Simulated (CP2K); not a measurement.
Two runs for the C K edge of anisole. Run A: CP2K XAS_TDP, all-electron GAPW, PBEh(45%), aug-cc-pVDZ, TDA, no relativity. Run B differs in one setting.

First lines with a strength over 0.0015. A:

| atom | energy (eV) | states | strength, one atom |
| --- | --- | --- | --- |
| C1 (bonded to O and 3 H) | 285.11 | 1 | 0.0326 |
|  | 285.32 | 1 | 0.0054 |
|  | 285.76 | 1 | 0.0166 |
|  | 286.01 | 1 | 0.0241 |
|  | 286.31 | 1 | 0.0071 |
| C3 (bonded to 2 C and O) | 283.19 | 1 | 0.0617 |
|  | 286.46 | 1 | 0.0183 |
|  | 287.08 | 1 | 0.0024 |
|  | 288.22 | 1 | 0.0019 |
|  | 288.57 | 1 | 0.0052 |
| C4 (bonded to 2 C and H) | 281.43 | 1 | 0.0481 |
|  | 284.28 | 1 | 0.0094 |
|  | 284.98 | 1 | 0.0024 |
|  | 285.43 | 1 | 0.0020 |
|  | 286.29 | 1 | 0.0031 |
| C5 (bonded to 2 C and H) | 281.44 | 1 | 0.0534 |
|  | 284.28 | 1 | 0.0106 |
|  | 285.23 | 1 | 0.0019 |
|  | 285.89 | 1 | 0.0020 |
|  | 286.40 | 1 | 0.0022 |
| C6 (bonded to 2 C and H) | 281.64 | 1 | 0.0510 |
|  | 284.03 | 1 | 0.0099 |
|  | 286.14 | 1 | 0.0029 |
|  | 286.33 | 1 | 0.0023 |
|  | 286.89 | 1 | 0.0034 |

B:

```
                    atom  energy (eV)  states  strength, one atom
C1 (bonded to O and 3 H)       291.68       1              0.0319
                               291.89       1              0.0053
                               292.33       1              0.0162
                               292.57       1              0.0236
                               292.88       1              0.0069
C3 (bonded to 2 C and O)       288.74       1              0.0605
                               292.01       1              0.0179
                               292.64       1              0.0024
                               293.77       1              0.0019
                               294.12       1              0.0051
C4 (bonded to 2 C and H)       287.16       1              0.0471
                               290.01       1              0.0092
                               290.70       1              0.0023
                               291.16       1              0.0020
                               292.02       1              0.0030
C5 (bonded to 2 C and H)       287.22       1              0.0524
                               290.06       1              0.0104
                               291.01       1              0.0019
                               291.67       1              0.0019
                               292.18       1              0.0021
C6 (bonded to 2 C and H)       287.38       1              0.0499
                               289.77       1              0.0097
                               291.88       1              0.0029
                               292.07       1              0.0023
                               292.63       1              0.0033
```

Which was it: GW2X switched on, the basis, the functional, scalar relativity switched on?

GW2X switched on. GW2X shifts an atom's lines together and keeps their spacings. Against PBEh(45%) in aug-cc-pVDZ, the leading lines move by +6.57 eV (C1, to 291.68), +5.55 eV (C3, to 288.74), +5.73 eV (C4, to 287.16), +5.78 eV (C5, to 287.22) and +5.74 eV (C6, to 287.38).

[Banner, clock and machine lines of the logs are left out without a mark of their own.]

[Logs are printed without paths, hosts, clocks, repeated set-up lines and the standing remarks that a program may print on its own settings, such as how far it seeks lower states.]

[Hosts, paths, dates, database ids (printed as entryN), source tags and the programs' standing remarks are cut or masked in the printed files.]
